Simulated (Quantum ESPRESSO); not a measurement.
# MoSi2N4, 1 layer, stepped through the field along the normal, part 2 of 4

Wanted: a table for MoSi2N4, 1 layer against the field along the normal, and what can be fitted to it.

Quantum ESPRESSO 7.5; plane-wave DFT, PBE, GBRV ultrasoft pseudopotentials.

So far. Step 2 (Variable-cell relaxation of the reference):  The last row is no step: it is a fresh SCF in the final cell with a new plane-wave basis, +2 meV from the row before.

## 3. Self-consistent run, 0 V/Å

The self-consistent run of this member.

Level of this step: plane-wave DFT, PBE, GBRV ultrasoft pseudopotentials (Quantum ESPRESSO 7.5).

Input file m0.scf.in:

```
&control
  prefix = 'm0.scf'
  outdir = './out'
  pseudo_dir = './pseudo'
  calculation = 'scf'
  tprnfor = .true.
  tefield = .true.
  dipfield = .true.
/
&system
  ibrav = 0
  nat = 7
  ntyp = 3
  ecutwfc = 40
  ecutrho = 200
  occupations = 'smearing'
  smearing = 'fd'
  degauss = 0.002
  edir = 3
  emaxpos = 0.97
  eopreg = 0.04
  eamp = 0.0
  nbnd = 27
/
&electrons
  conv_thr = 1e-09
  mixing_beta = 0.4
  electron_maxstep = 120
  mixing_mode = 'plain'
/
ATOMIC_SPECIES
  N   14.0070  n_pbe_v1.2.uspp.F.UPF
  Si  28.0850  si_pbe_v1.uspp.F.UPF
  Mo  95.9500  mo_pbe_v1.uspp.F.UPF
CELL_PARAMETERS angstrom
  2.88701260500000 0.00000000000000 0.00000000000000
  -1.44350630200000 2.50022625700000 0.00000000000000
  0.00000000000000 0.00000000000000 23.86179061700000
ATOMIC_POSITIONS crystal
  N   0.000000000000 0.000000000000 0.352145527200
  Si  0.333333333300 0.666666666700 0.374096937700
  N   0.333333333300 0.666666666700 0.447508924600
  Mo  0.000000000000 0.000000000000 0.500000000000
  N   0.333333333300 0.666666666700 0.552491075400
  Si  0.333333333300 0.666666666700 0.625903062300
  N   0.000000000000 0.000000000000 0.647854472800
K_POINTS automatic
  12 12 1 0 0 0
```

Launch:

```
> OMP_NUM_THREADS=1 mpirun -n 4 pw.x -nk 4 -in m0.scf.in > m0.scf.out
```

Output:

```text
[banner, memory and clock lines left out]
Program PWSCF v.7.5 starts
[citation notice left out]

[...]
bravais-lattice index     =            0
     lattice parameter (alat)  =       5.4557  a.u.
     unit-cell volume          =    1162.3251 (a.u.)^3
     number of atoms/cell      =            7
     number of atomic types    =            3
     number of electrons       =        42.00
     number of Kohn-Sham states=           27
     kinetic-energy cutoff     =      40.0000  Ry
     charge density cutoff     =     200.0000  Ry
     scf convergence threshold =      1.0E-09
     mixing beta               =       0.4000
     number of iterations used =            8  plain     mixing
     Exchange-correlation= SLA  PW   PBE  PBE
                           (   1   4   3   4   0   0   0)

[...]
PseudoPot. # 1 for N  read from file:
     ./pseudo/n_pbe_v1.2.uspp.F.UPF
     Pseudo is Ultrasoft + core correction, Zval =  5.0
     Generated by new atomic code, or converted to UPF format
     Using radial grid of  729 points,  4 beta functions with:
                l(1) =   0
                l(2) =   0
                l(3) =   1
                l(4) =   1
     Q(r) pseudized with  8 coefficients,  rinner =    0.900   0.900   0.900

     PseudoPot. # 2 for Si read from file:
     ./pseudo/si_pbe_v1.uspp.F.UPF
     Pseudo is Ultrasoft + core correction, Zval =  4.0
     Generated by new atomic code, or converted to UPF format
     Using radial grid of  899 points,  6 beta functions with:
                l(1) =   0
                l(2) =   0
                l(3) =   1
                l(4) =   1
                l(5) =   2
                l(6) =   2
     Q(r) pseudized with  8 coefficients,  rinner =    0.900   0.900   0.900
                                                       0.900   0.900

     PseudoPot. # 3 for Mo read from file:
     ./pseudo/mo_pbe_v1.uspp.F.UPF
     Pseudo is Ultrasoft + core correction, Zval = 14.0
     Generated by new atomic code, or converted to UPF format
     Using radial grid of  889 points,  6 beta functions with:
                l(1) =   0
                l(2) =   0
                l(3) =   1
                l(4) =   1
                l(5) =   2
                l(6) =   2
     Q(r) pseudized with  6 coefficients,  rinner =    1.000   1.000   1.000
                                                       1.000   1.000

     atomic species   valence    mass     pseudopotential
     N                 5.00    14.00700     N ( 1.00)
     Si                4.00    28.08500     Si( 1.00)
     Mo               14.00    95.95000     Mo( 1.00)

     No symmetry found

[...]
number of k points=    74  Fermi-Dirac smearing, width (Ry)=  0.0020
[...]
Dense  grid:    55643 G-vectors     FFT dimensions: (  25,  25, 216)

     Smooth grid:    39445 G-vectors     FFT dimensions: (  24,  24, 192)

     Initial potential from superposition of free atoms

     starting charge      41.9976, renormalised to      42.0000

     negative rho (up, down):  1.898E-03 0.000E+00

     Adding external electric field

     Computed dipole along edir(3) :
        Dipole               -0.0000 Ry au,         -0.0000 Debye
        Dipole field         -0.0000 Ry au,

        Potential amp.        0.0000 Ry
        Total length         43.2886 bohr

     Starting wfcs are   37 randomized atomic wfcs

     per-process dynamical memory:    84.5 Mb

     Self-consistent Calculation

     iteration #  1     ecut=    40.00 Ry     beta= 0.40
     Davidson diagonalization with overlap
     ethr =  1.00E-02,  avg # of iterations =  3.0

     negative rho (up, down):  2.017E-03 0.000E+00

     Adding external electric field

     Computed dipole along edir(3) :
        Dipole               -0.0003 Ry au,         -0.0007 Debye
        Dipole field         -0.0000 Ry au,

        Potential amp.        0.0003 Ry
        Total length         43.2886 bohr

     total energy              =    -239.07553631 Ry
     estimated scf accuracy    <       1.99092663 Ry

     iteration #  2     ecut=    40.00 Ry     beta= 0.40
[...]
negative rho (up, down):  2.044E-03 0.000E+00

[...]
Dipole                0.0004 Ry au,          0.0011 Debye
[...]
total energy              =    -239.38154942 Ry
     estimated scf accuracy    <       0.66142279 Ry

     iteration #  3     ecut=    40.00 Ry     beta= 0.40
[...]
negative rho (up, down):  2.141E-03 0.000E+00

[...]
Dipole               -0.0003 Ry au,         -0.0008 Debye
[...]
total energy              =    -239.53784455 Ry
     estimated scf accuracy    <       0.23318864 Ry

     iteration #  4     ecut=    40.00 Ry     beta= 0.40
[...]
negative rho (up, down):  2.336E-03 0.000E+00

[...]
Dipole                0.0022 Ry au,          0.0056 Debye
[...]
total energy              =    -239.56261650 Ry
     estimated scf accuracy    <       0.01285013 Ry

     iteration #  5     ecut=    40.00 Ry     beta= 0.40
[...]
negative rho (up, down):  2.404E-03 0.000E+00

[...]
Dipole               -0.0081 Ry au,         -0.0206 Debye
[...]
total energy              =    -239.56398061 Ry
     estimated scf accuracy    <       0.00380023 Ry

     iteration #  6     ecut=    40.00 Ry     beta= 0.40
[...]
negative rho (up, down):  2.413E-03 0.000E+00

[...]
Dipole                0.0050 Ry au,          0.0128 Debye
[...]
total energy              =    -239.56442137 Ry
     estimated scf accuracy    <       0.00038375 Ry

[...]
iteration # 10     ecut=    40.00 Ry     beta= 0.40
[...]
negative rho (up, down):  2.427E-03 0.000E+00

[...]
Dipole                0.0000 Ry au,          0.0000 Debye
[...]
total energy              =    -239.56453041 Ry
     estimated scf accuracy    <       0.00000042 Ry

     iteration # 11     ecut=    40.00 Ry     beta= 0.40
[...]
negative rho (up, down):  2.427E-03 0.000E+00

[...]
Dipole               -0.0000 Ry au,         -0.0000 Debye
[...]
total energy              =    -239.56453048 Ry
     estimated scf accuracy    <       0.00000001 Ry

     iteration # 12     ecut=    40.00 Ry     beta= 0.40
[...]
negative rho (up, down):  2.428E-03 0.000E+00

[...]
Dipole                0.0000 Ry au,          0.0000 Debye
[...]
total energy              =    -239.56453048 Ry
     estimated scf accuracy    <          6.3E-09 Ry

     iteration # 13     ecut=    40.00 Ry     beta= 0.40
[...]
negative rho (up, down):  2.428E-03 0.000E+00

[...]
Dipole               -0.0000 Ry au,         -0.0001 Debye
[...]
End of self-consistent calculation

          k = 0.0000 0.0000 0.0000 (  5083 PWs)   bands (ev):

   -59.4893 -33.5890 -33.1720 -33.1720 -17.0194 -16.9293 -14.2224 -12.8846
    -6.7863  -4.1675  -2.2176  -2.2176  -2.1600  -1.9757  -1.9757  -1.8361
    -1.8361  -0.5782  -0.5782  -0.5110   1.7336   4.7132   4.7132   5.0040
     5.0040   5.9688   6.0528

          k = 0.0000 0.0962 0.0000 (  5047 PWs)   bands (ev):

   -59.4807 -33.5753 -33.2402 -33.1866 -16.9032 -16.8178 -14.1220 -12.8724
    -6.6696  -4.1968  -2.6637  -2.5238  -2.2140  -2.1946  -2.1014  -1.9839
    -1.8153  -0.8471  -0.7227  -0.2797   1.6515   4.5389   4.6852   4.8978
     5.1978   6.3262   6.3936

[...]
the Fermi energy is     3.0633 ev

!    total energy              =    -239.56453049 Ry
     estimated scf accuracy    <          3.7E-10 Ry
     smearing contrib. (-TS)   =      -0.00000000 Ry
     internal energy E=F+TS    =    -239.56453049 Ry

     The total energy is F=E-TS. E is the sum of the following terms:
     one-electron contribution =   -2931.06673943 Ry
     hartree contribution      =    1474.56923636 Ry
     xc contribution           =     -50.16819209 Ry
     ewald contribution        =    1267.10116467 Ry
     electric field correction =       0.00000000 Ry

     convergence has been achieved in  13 iterations

     negative rho (up, down):  2.428E-03 0.000E+00

     Forces acting on atoms (cartesian axes, Ry/au):

     atom    1 type  1   force =     0.00000002    0.00000000   -0.00252284
     atom    2 type  2   force =    -0.00000002   -0.00000000   -0.00458354
     atom    3 type  1   force =     0.00000000   -0.00000001   -0.00060617
     atom    4 type  3   force =     0.00000002   -0.00000003   -0.00000048
     atom    5 type  1   force =    -0.00000001    0.00000001    0.00060533
     atom    6 type  2   force =    -0.00000000    0.00000000    0.00458172
     atom    7 type  1   force =    -0.00000001    0.00000003    0.00252598

     Total force =     0.007448     Total SCF correction =     0.000062

[...]
```

It took 70 s on 4 MPI ranks of Arm Neoverse V1, shared host; peak memory 0.62 GiB; 4.6 min of CPU time.

Numbers from this step:

```
free energy                          : -3259.4415 eV
Fermi energy                         : 3.063 eV
dipole along the normal              : -2.08e-5 e·Å
valence top, on the run's zero       : 1.734 eV
conduction bottom, on the run's zero : 3.764 eV
gap by band count                    : 2.030 eV
```

## 4. Electrostatic potential, 0 V/Å

plot_num = 11 writes the bare and Hartree potential, from which vacuum levels or, in a crystal, the mean potential are read.

Input file m0.pot.in:

```
&inputpp
  prefix = 'm0.scf'
  outdir = './out'
  filplot = 'm0.pot.dat'
  plot_num = 11
/
```

Launch:

```
> OMP_NUM_THREADS=1 mpirun -n 4 pp.x -in m0.pot.in > m0.pot.out
```

Output:

```text
[banner, memory and clock lines left out]
Program POST-PROC v.7.5 starts

          URL

     ./out/m0.scf.save/

     IMPORTANT: XC functional enforced from input :
     Exchange-correlation= PBE
                           (   1   4   3   4   0   0   0)
     Any further DFT definition will be discarded
     Please, verify this is what you really want

     negative rho (up, down):  2.428E-03 0.000E+00

     Adding external electric field

     Computed dipole along edir(3) :
        Dipole               -0.0000 Ry au,         -0.0001 Debye
        Dipole field         -0.0000 Ry au,

        Potential amp.        0.0000 Ry
        Total length         43.2886 bohr

     Calling punch_plot, plot_num =  11

     Adding external electric field

     Computed dipole along edir(3) :
        Dipole               -0.0000 Ry au,         -0.0001 Debye
        Dipole field         -0.0000 Ry au,

        Potential amp.        0.0000 Ry
        Total length         43.2886 bohr

     Writing data to file  m0.pot.dat
     Message from routine chdens:
     namelist plot not found or invalid, exiting
```

Run time: 1 s. Hardware: 4 MPI ranks; peak memory 0.09 GiB; 3.8 s of CPU time.

Read from the output:

```
slope of the potential above                                          : 5.80e-6 eV/Å
upper vacuum line continued to the top atoms, over the valence top    : 5.544 eV
slope of the potential below                                          : 4.89e-7 eV/Å
lower vacuum line continued to the bottom atoms, over the valence top : 5.544 eV
vacuum level at the upper face over the valence top of the mesh       : 5.544 eV
vacuum level at the lower face over the valence top of the mesh       : 5.544 eV
```

Electrostatic potential energy of an electron, with the sawtooth; zero at the highest filled level of the SCF mesh. Table of potential energy, planar mean by z:

```tsv
z (Å)	potential energy, planar mean (eV)
0	5.54
1	5.54
2	5.54
3	5.54
4	5.54
5	5.54
6	5.53
7	5.17
8	-5.00
9	-17.0
10	0.0274
11	-8.40
12	-33.1
13	-9.55
14	-0.657
15	-18.8
16	-1.06
17	5.31
18	5.53
19	5.54
20	5.54
21	5.54
22	5.54
23	5.54
```

(Part 2 of 4 ends here.)

[Logs are printed without paths, hosts, clocks, repeated set-up lines and the standing remarks that a program may print on its own settings, such as how far it seeks lower states.]

[Hosts, paths, dates, database ids (printed as entryN), source tags and the programs' standing remarks are cut or masked in the printed files.]

[Maps of the electrostatic potential energy from Ansatz leave out the sawtooth potential of an applied field or a dipole correction, so their vacuum need not be flat; planar profiles and work functions include it.]
